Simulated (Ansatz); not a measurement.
# Transmission past a defect: Al wire along [110], 2 atoms a period, vacancy of one Al, part 2 of 3

What does the defect do to the conductance?

Ansatz 0.2.0; DFT PBE, plane waves, PAW; relaxation of a wire's period (the session's first sound run).

So far. Step 2 (Relaxing the period): The cell's length comes to 2.455 Å with spin left out. That is -14 % against the start, more than a small adjustment.

## 3. The wire at its relaxed period

This step: DFT PBE, plane waves, PAW; channels and complex bands of a perfect wire (Ansatz 0.2.0).

At the relaxed period the Bloch states of the perfect wire are found at each energy: those that move forward count the open channels, and those that decay describe how a disturbance dies away inside the wire itself. An energy step of 0.035 eV is under the 0.039 eV that the program asks for its thermal average at 300 K.

The input, input.yaml:

```yaml
crystal:
  lattice:
    - [8.82, 0.0, 0.0]
    - [0.0, 8.228, 0.0]
    - [0.0, 0.0, 2.4551734969]
  atoms:
    - { symbol: Al, position: [0.362963684, 0.500026294, 0.0] }
    - { symbol: Al, position: [0.637036316, 0.500016936, 0.5] }
kpoints:
  mp_grid: { grid: [1, 1, 33] }
scf:
  occupations: { method: fermi_dirac, width: 0.05 }
hamiltonian:
  xc: pbe
output:
  transmission:
    e_range: [-1.26, 1.26]
    de: 0.035
    kmesh: [1, 1]
    reduced_basis: true
    leads: [[0, 0]]
basis:
  ecutwfc: "350 eV"
```

Run with:

```
> ansatz run input.yaml --threads 4 --pin off --max-ram 16384MiB --backend cpu --events-out ev --progress --plain --runs-dir out
```

Numbers of over 12 decimals in the logs are rounded to 6 here.

Output:

```text
Warning: the atoms were moved onto the symmetric positions of the space group found under crystal.symmetry.tolerance 1.0e-5 (fractional; no operation is sought that the atoms, as they stand in a round, miss by more than twice it, and no atom is moved by as much as it), and the run uses the moved positions. Before a round's move an operation carried an atom to 7.70e-5 Å from where it should land, the largest such dist [...]
Warning: basis.ecutwfc = 350 eV is below the records' recommended 420 eV, and the density's cutoff is lower with it unless basis.ecutrho_ratio is high enough to keep the records' density cutoff: compare with a run at a higher cutoff
[...]
Crystal: 2 atoms, lattice volume = 178.174 Å³
Basis set: ecut = 350 eV, 2653 PW (Γ)
Bands: 7, of which v1, the nominal top of the filled ones, is band 3 counted from 1 (2 counted from 0)
Symmetry: 8 space group operations
[...]
k-points: 17 of 33
[...]
SCF iter   1: F=—  HF=-1072.845526 eV  |F-HF|=—  |Δ(HF+E_count)|=         —  Δρ=1.76e-3  dr2=1.06e-2  ethr=1.77e-3  ⟨swp⟩=6.8  Hψ=1228  notcnv=0
[...]
SCF iter   6: F=-1072.845813 eV  HF=-1072.845813 eV  |F-HF|=3.38e-9  |Δ(HF+E_count)|=   2.83e-7  Δρ=1.35e-6  dr2=8.94e-9  ethr=1.67e-9  ⟨swp⟩=4.2  Hψ=556  notcnv=0
SCF 1 converged in 6 iterations: F = -1072.845813 eV  dr2 = 8.94e-9
[...]
transmission: 3 of 18 steps passed
transmission: 6 of 18 steps passed
[...]
transmission: 18 of 18 steps passed
SCF converged after 6 iterations
Free energy (F): -1072.845813 eV
[...]
Internal energy: -1072.839700 eV  (E = F + TS)
E sigma→0 (E₀):  -1072.842756 eV
Entropy (-TS):   -0.006114 eV (-3.057 meV/atom)
Fermi energy:    -1.856822 eV
[...]
--- Band table (eV; the first three rows and the last of 17) ---
[...]
--- Transmission ---
  basis      : 535 plane waves across, 3 finite elements along
  points     : 1, standing for a mesh of 1 x 1
  filling    : by the input's occupations and mesh, since the crystals that have channels conduct as metals do. If one of these is a semiconductor, that mesh has misplaced its level
  energies   : 73 from -1.260000 to 1.260000 eV about the Fermi level, 0.035000 eV apart; the leads are filled to 0.000000 eV, and channels, transmission and decay are at 0.000000 eV
  crystal 0  : Al2, at the sites [0, 0], period 2.4552 Å: whole cells are its period
    offset         : up to 0.0000 Å between an atom of the period and one for which it stands
    filled         : 14.6 meV under the level at which it is neutral
    channels       : 2.000000e0 a spin
    conductance    : 2.1353e14 S/m² at 300 K; may be off by some 0.0 % by where its bands' edges are placed, 0.0 % from the distance to neutral
```

It took 17 s on 4 threads of Arm Neoverse N1, shared host; peak memory 0.45 GiB; 51 s of CPU time.

In the SCF lines HF is the Harris–Foulkes energy and dr2 the Hartree energy of the density residual, in eV; the loop may stop once dr2 is under the threshold and the program's other checks hold. Hψ counts applications of the Hamiltonian.

This step gave:

- energy at zero smearing: -1072.8428 eV
- channels at the energy nearest the Fermi level, one spin: 2
- conductance of the lead as this run defines it: 2.000 G₀
- band gap: 0 eV

The open channels of the lead, one spin by energy, zero at the Fermi level:

| energy (eV) | open channels of the lead, one spin |
| --- | --- |
| -1.190 | 2 |
| -1.085 | 2 |
| -1.015 | 2 |
| -0.910 | 2 |
| -0.805 | 2 |
| -0.700 | 2 |
| -0.595 | 2 |
| -0.490 | 2 |
| -0.385 | 2 |
| -0.315 | 2 |
| -0.210 | 2 |
| -0.105 | 2 |
| 0.000 | 2 |
| 0.105 | 2 |
| 0.210 | 2 |
| 0.315 | 2 |
| 0.385 | 2 |
| 0.490 | 4 |
| 0.595 | 4 |
| 0.700 | 4 |
| 0.805 | 4 |
| 0.910 | 5 |
| 1.015 | 5 |
| 1.085 | 5 |
| 1.190 | 5 |

The slowest values at each energy, most degenerate partners merged, listed up to 1.5 1/Å. Table of Im kz of the slowest decaying states by energy, zero at the Fermi level:

| energy (eV) | decay 1 (Å⁻¹) | decay 2 (Å⁻¹) | decay 3 (Å⁻¹) | decay 4 (Å⁻¹) |
| --- | --- | --- | --- | --- |
| -1.190 | 0.0889 | 0.770 | 1.04 | 1.16 |
| -1.085 | 0.0981 | 0.750 | 1.02 | 1.15 |
| -1.015 | 0.103 | 0.737 | 1.01 | 1.14 |
| -0.910 | 0.108 | 0.716 | 1.00 | 1.13 |
| -0.805 | 0.112 | 0.695 | 0.986 | 1.12 |
| -0.700 | 0.114 | 0.674 | 0.972 | 1.10 |
| -0.595 | 0.115 | 0.651 | 0.958 | 1.09 |
| -0.490 | 0.115 | 0.628 | 0.943 | 1.08 |
| -0.385 | 0.114 | 0.604 | 0.929 | 1.06 |
| -0.315 | 0.112 | 0.587 | 0.919 | 1.06 |
| -0.210 | 0.108 | 0.562 | 0.903 | 1.04 |
| -0.105 | 0.103 | 0.535 | 0.888 | 1.03 |
| 0.000 | 0.0962 | 0.506 | 0.872 | 1.01 |
| 0.105 | 0.0875 | 0.476 | 0.856 | 1.00 |
| 0.210 | 0.0760 | 0.443 | 0.840 | 0.986 |
| 0.315 | 0.0605 | 0.409 | 0.824 | 0.972 |
| 0.385 | 0.0460 | 0.384 | 0.812 | 0.962 |
| 0.490 | 0.343 | 0.795 | 0.947 | 0.999 |
| 0.595 | 0.296 | 0.777 | 0.932 | 0.985 |
| 0.700 | 0.241 | 0.759 | 0.916 | 0.970 |
| 0.805 | 0.168 | 0.741 | 0.900 | 0.956 |
| 0.910 | 0.722 | 0.884 | 0.941 | 0.952 |
| 1.015 | 0.703 | 0.868 | 0.926 | 0.938 |
| 1.085 | 0.689 | 0.857 | 0.916 | 0.928 |
| 1.190 | 0.669 | 0.840 | 0.900 | 0.913 |

By hand: the program gives 2.1353 × 10^14 S/m² over the cell's cross-section of 72.57 Å² = 7.257 × 10^-19 m², so one cell conducts 1.550 × 10^-4 S. Divided by G0 = 2e²/h = 7.748 × 10^-5 S this is 2.00 G0, a resistance of 6.45 kΩ.

At the computed energy nearest the Fermi level there are 2 channels a spin, and the thermal average gives 2.00 G₀.

## 4. Relaxing the junction

This step: DFT PBE, plane waves, PAW; relaxation of a junction in a wire, ends held (Ansatz 0.2.0).

System of this step: Al wire along [110], 2 atoms a period, vacancy of one Al. The cell holds 17 atoms: 17 Al. Cell: a = 8.820 Å, b = 8.228 Å, c = 22.097 Å, α = 90.0°, β = 90.0°, γ = 90.0°. Regions: held atoms, 12 atoms (12 Al); free atoms, 5 atoms (5 Al). Vacuum lies along a and b. The structure's axis is c.

5 atoms at the defect are free to relax, while 12 stay where the perfect wire has them, so that the ends still repeat as a lead. The cutoff is set under the files' recommended one to save time.

The input, input.yaml:

```yaml
crystal:
  lattice:
    - [8.82, 0.0, 0.0]
    - [0.0, 8.228, 0.0]
    - [0.0, 0.0, 22.0965614722]
  atoms:
    - { symbol: Al, position: [0.362963684, 0.500026294, 0.0] }
    - { symbol: Al, position: [0.637036316, 0.500016936, 0.055555556] }
    - { symbol: Al, position: [0.362963684, 0.500026294, 0.111111111] }
    - { symbol: Al, position: [0.637036316, 0.500016936, 0.166666667] }
    - { symbol: Al, position: [0.362963684, 0.500026294, 0.222222222] }
    - { symbol: Al, position: [0.637036316, 0.500016936, 0.277777778] }
    - { symbol: Al, position: [0.362963684, 0.500026294, 0.333333333] }
    - { symbol: Al, position: [0.637036316, 0.500016936, 0.388888889] }
    - { symbol: Al, position: [0.362963684, 0.500026294, 0.444444444] }
    - { symbol: Al, position: [0.362963684, 0.500026294, 0.555555556] }
    - { symbol: Al, position: [0.637036316, 0.500016936, 0.611111111] }
    - { symbol: Al, position: [0.362963684, 0.500026294, 0.666666667] }
    - { symbol: Al, position: [0.637036316, 0.500016936, 0.722222222] }
    - { symbol: Al, position: [0.362963684, 0.500026294, 0.777777778] }
    - { symbol: Al, position: [0.637036316, 0.500016936, 0.833333333] }
    - { symbol: Al, position: [0.362963684, 0.500026294, 0.888888889] }
    - { symbol: Al, position: [0.637036316, 0.500016936, 0.944444444] }
kpoints:
  mp_grid: { grid: [1, 1, 2] }
scf:
  occupations: { method: fermi_dirac, width: 0.1 }
hamiltonian:
  xc: pbe
relax:
  constraints: [{ sites: [0, 1, 2, 3, 4, 5, 11, 12, 13, 14, 15, 16] }]
  f_tol: 0.06
  max_steps: 35
basis:
  ecutwfc: "350 eV"
```

Output:

```text
[...]
Warning: crystal.symmetry: narrowed to the stabiliser of the relax constraints — unitary ops 4 → 2; lowered at sites 6, 11 (the operations that carried what is held of a site onto what its image site leaves free; the constrained walk keeps no symmetry that its constraints do not admit)
[...]
Crystal: 17 atoms, lattice volume = 1603.569 Å³
Basis set: ecut = 350 eV, 23885 PW (Γ), exchange–correlation on 108×108×270 points (8 copies of the dense FFT grid, shifted against one another)
Bands: 43, of which v1, the nominal top of the filled ones, is band 26 counted from 1 (25 counted from 0)
Symmetry: 2 space group operations
k-points: 2
[...]
SCF iter   1: F=—  HF=-9117.833322 eV  |F-HF|=—  |Δ(HF+E_count)|=         —  Δρ=2.53e-3  dr2=4.82e-1  ethr=1.77e-3  ⟨swp⟩=9.0  Hψ=547  notcnv=0
[...]
SCF iter   6: F=-9117.760485 eV  HF=-9117.760484 eV  |F-HF|=1.37e-6  |Δ(HF+E_count)|=   2.78e-5  Δρ=8.94e-6  dr2=2.68e-6  ethr=8.79e-8  ⟨swp⟩=2.0  Hψ=283  notcnv=0
SCF 1 converged in 6 iterations: F = -9117.760485 eV  dr2 = 2.68e-6
[...]
relax step   1: F+E_penalty+E_count = -9117.76048524 eV  Δ(F+E_penalty+E_count) = +0.000e0 eV  max|allowed force component| = 9.566e-1 eV/Å  Δτ_max = 0.0000 Å  (6 SCF iters, dr2 threshold 9.00e-5 eV, accepted)
[...]
SCF iter   5: F=-9117.998168 eV  HF=-9117.998173 eV  |F-HF|=5.22e-6  |Δ(HF+E_count)|=   2.08e-5  Δρ=1.65e-5  dr2=1.45e-5  ethr=1.12e-7  ⟨swp⟩=5.0  Hψ=278  notcnv=0
SCF 2 converged in 5 iterations: F = -9117.998168 eV  dr2 = 1.45e-5
[...]
relax step   2: F+E_penalty+E_count = -9117.99816774 eV  Δ(F+E_penalty+E_count) = -2.377e-1 eV  max|allowed force component| = 2.626e-1 eV/Å  Δτ_max = 0.1982 Å  (5 SCF iters, dr2 threshold 5.72e-5 eV, accepted)
SCF iter   1: F=—  HF=-9118.060795 eV  |F-HF|=—  |Δ(HF+E_count)|=         —  Δρ=1.60e-3  dr2=9.58e-2  ethr=2.58e-3  ⟨swp⟩=4.0  Hψ=251  notcnv=0
[...]
SCF iter   6: F=-9118.051006 eV  HF=-9118.051007 eV  |F-HF|=1.11e-6  |Δ(HF+E_count)|=   4.38e-7  Δρ=6.62e-6  dr2=2.38e-6  ethr=8.45e-9  ⟨swp⟩=4.0  Hψ=347  notcnv=0
SCF 3 converged in 6 iterations: F = -9118.051006 eV  dr2 = 2.38e-6
[...]
relax step   3: F+E_penalty+E_count = -9118.05100569 eV  Δ(F+E_penalty+E_count) = -5.284e-2 eV  max|allowed force component| = 9.224e-2 eV/Å  Δτ_max = 0.1586 Å  (6 SCF iters, dr2 threshold 4.31e-6 eV, accepted)
[...]
relax step   4: F+E_penalty+E_count = -9118.06334087 eV  Δ(F+E_penalty+E_count) = -1.234e-2 eV  max|allowed force component| = 6.248e-2 eV/Å  Δτ_max = 0.1262 Å  (8 SCF iters, accepted)
SCF iter   1: F=—  HF=-9118.064599 eV  |F-HF|=—  |Δ(HF+E_count)|=         —  Δρ=4.72e-4  dr2=7.56e-3  ethr=1.48e-4  ⟨swp⟩=2.0  Hψ=202  notcnv=0
[...]
SCF iter   7: F=-9118.064536 eV  HF=-9118.064536 eV  |F-HF|=5.21e-9  |Δ(HF+E_count)|=   2.50e-8  Δρ=5.23e-7  dr2=1.42e-8  ethr=1.96e-10  ⟨swp⟩=5.0  Hψ=253  notcnv=0
SCF 5 converged in 7 iterations: F = -9118.064536 eV  dr2 = 1.42e-8
[...]
relax step   5: F+E_penalty+E_count = -9118.06453558 eV  Δ(F+E_penalty+E_count) = -1.195e-3 eV  max|allowed force component| = 5.830e-2 eV/Å  Δτ_max = 0.0569 Å  (7 SCF iters, accepted)
SCF converged after 7 iterations
Free energy (F): -9118.064536 eV
[...]
Internal energy: -9117.778066 eV  (E = F + TS)
E sigma→0 (E₀):  -9117.921301 eV
Entropy (-TS):   -0.286470 eV (-16.851 meV/atom)
Fermi energy:    -2.091760 eV
[...]
--- Forces (eV/Å), atoms counted from 1 ---
  atom   1  Al    -0.01524404     0.00000000     0.00019283
  atom   2  Al    -0.02360666     0.00000000     0.07351982
  atom   3  Al    -0.01048935     0.00000000    -0.11932368
  atom   4  Al     0.05924799     0.00000000    -0.22112364
  atom   5  Al    -0.12724960     0.00000000     0.15737319
  atom   6  Al     0.12129064     0.00000000     0.21217050
  atom   7  Al    -0.01212090     0.00000000    -0.01066308
  atom   8  Al    -0.00806069     0.00000000    -0.00549131
  atom   9  Al    -0.00232560     0.00000000     0.01174513
  atom  10  Al     0.00483921     0.00000000     0.05829982
  atom  11  Al     0.00104758     0.00000000     0.00121251
  atom  12  Al     0.19354764     0.00000000    -0.04605686
  atom  13  Al    -0.05830180     0.00000000    -0.32428252
  atom  14  Al    -0.12498540     0.00000000    -0.06718561
  atom  15  Al     0.04820422     0.00000000     0.22024696
  atom  16  Al    -0.01033801     0.00000000     0.12939496
  atom  17  Al    -0.03537126     0.00000000    -0.07006255
  max |Σ_I F_I| component: 8.40e-5 eV/Å
--- Relaxed structure (5 steps of the walk, 5 accepted, 0 SCFs on fresh bases) ---
  F+E_penalty+E_count = -9118.06453558 eV   max|allowed force component| = 5.830e-2 eV/Å
  atoms:
    - { symbol: Al, position: [0.362964, 0.500022, 0.0] }
    - { symbol: Al, position: [0.637036316, 0.500022, 0.055555556] }
    - { symbol: Al, position: [0.362964, 0.500022, 0.111111111] }
    - { symbol: Al, position: [0.637036316, 0.500022, 0.166666667] }
    - { symbol: Al, position: [0.362964, 0.500022, 0.222222222] }
    - { symbol: Al, position: [0.637036316, 0.500022, 0.277777778] }
    - { symbol: Al, position: [0.374276, 0.500022, 0.333917] }
    - { symbol: Al, position: [0.676081, 0.500022, 0.390289] }
    - { symbol: Al, position: [0.422944, 0.500022, 0.444200] }
    - { symbol: Al, position: [0.411854, 0.500022, 0.556001] }
    - { symbol: Al, position: [0.665249, 0.500022, 0.609370] }
    - { symbol: Al, position: [0.362964, 0.500022, 0.666666667] }
    - { symbol: Al, position: [0.637036316, 0.500022, 0.722222222] }
    - { symbol: Al, position: [0.362964, 0.500022, 0.777777778] }
    - { symbol: Al, position: [0.637036316, 0.500022, 0.833333333] }
    - { symbol: Al, position: [0.362964, 0.500022, 0.888888889] }
    - { symbol: Al, position: [0.637036316, 0.500022, 0.944444444] }
```

Elapsed: 17 s, on 4 threads; peak memory 1.1 GiB; 63 s of CPU time.

Step by step:

| step | energy less that of the first step (eV) | largest force component (eV/Å) |
| --- | --- | --- |
| 1 | 0.0000 | 0.9566 |
| 2 | -0.2377 | 0.2626 |
| 3 | -0.2905 | 0.0922 |
| 4 | -0.3029 | 0.0625 |
| 5 | -0.3041 | 0.0583 |

The atoms that moved most (Å):

| atom | dx | dy | dz | length |
| --- | --- | --- | --- | --- |
| Al9 | 0.529 | 0.000 | -0.005 | 0.529 |
| Al10 | 0.431 | 0.000 | 0.010 | 0.431 |
| Al8 | 0.344 | 0.000 | 0.031 | 0.346 |
| Al11 | 0.249 | 0.000 | -0.038 | 0.252 |
| Al7 | 0.100 | 0.000 | 0.013 | 0.101 |

Final coordinates:

```cif
data_structure
_symmetry_space_group_name_H-M 'P 1'
_symmetry_Int_Tables_number 1
_cell_length_a 8.8200
_cell_length_b 8.2280
_cell_length_c 22.0966
_cell_angle_alpha 90.000
_cell_angle_beta 90.000
_cell_angle_gamma 90.000
_cell_volume 1603.57
loop_
_atom_site_label
_atom_site_type_symbol
_atom_site_fract_x
_atom_site_fract_y
_atom_site_fract_z
_atom_site_occupancy
Al1 Al 0.36296 0.50002 0.00000 1
Al2 Al 0.63704 0.50002 0.05556 1
Al3 Al 0.36296 0.50002 0.11111 1
Al4 Al 0.63704 0.50002 0.16667 1
Al5 Al 0.36296 0.50002 0.22222 1
Al6 Al 0.63704 0.50002 0.27778 1
Al7 Al 0.37428 0.50002 0.33392 1
Al8 Al 0.67608 0.50002 0.39029 1
Al9 Al 0.42294 0.50002 0.44420 1
Al10 Al 0.41185 0.50002 0.55600 1
Al11 Al 0.66525 0.50002 0.60937 1
Al12 Al 0.36296 0.50002 0.66667 1
Al13 Al 0.63704 0.50002 0.72222 1
Al14 Al 0.36296 0.50002 0.77778 1
Al15 Al 0.63704 0.50002 0.83333 1
Al16 Al 0.36296 0.50002 0.88889 1
Al17 Al 0.63704 0.50002 0.94444 1
```

Numbers from this step:

```
energy at zero smearing : -9117.9213 eV
```

The largest force component on a free atom ends at 0.058 eV/Å, under the limit of 0.06.  1 atom of the wire itself, hydrogen apart, moved by over 0.45 Å, up to 0.53 Å.

(Continued in part 3 of 3.)

[Logs are printed without paths, hosts, clocks, repeated set-up lines and the standing remarks that a program may print on its own settings, such as how far it seeks lower states.]

[Hosts, paths, dates, database ids (printed as entryN), source tags and the programs' standing remarks are cut or masked in the printed files.]
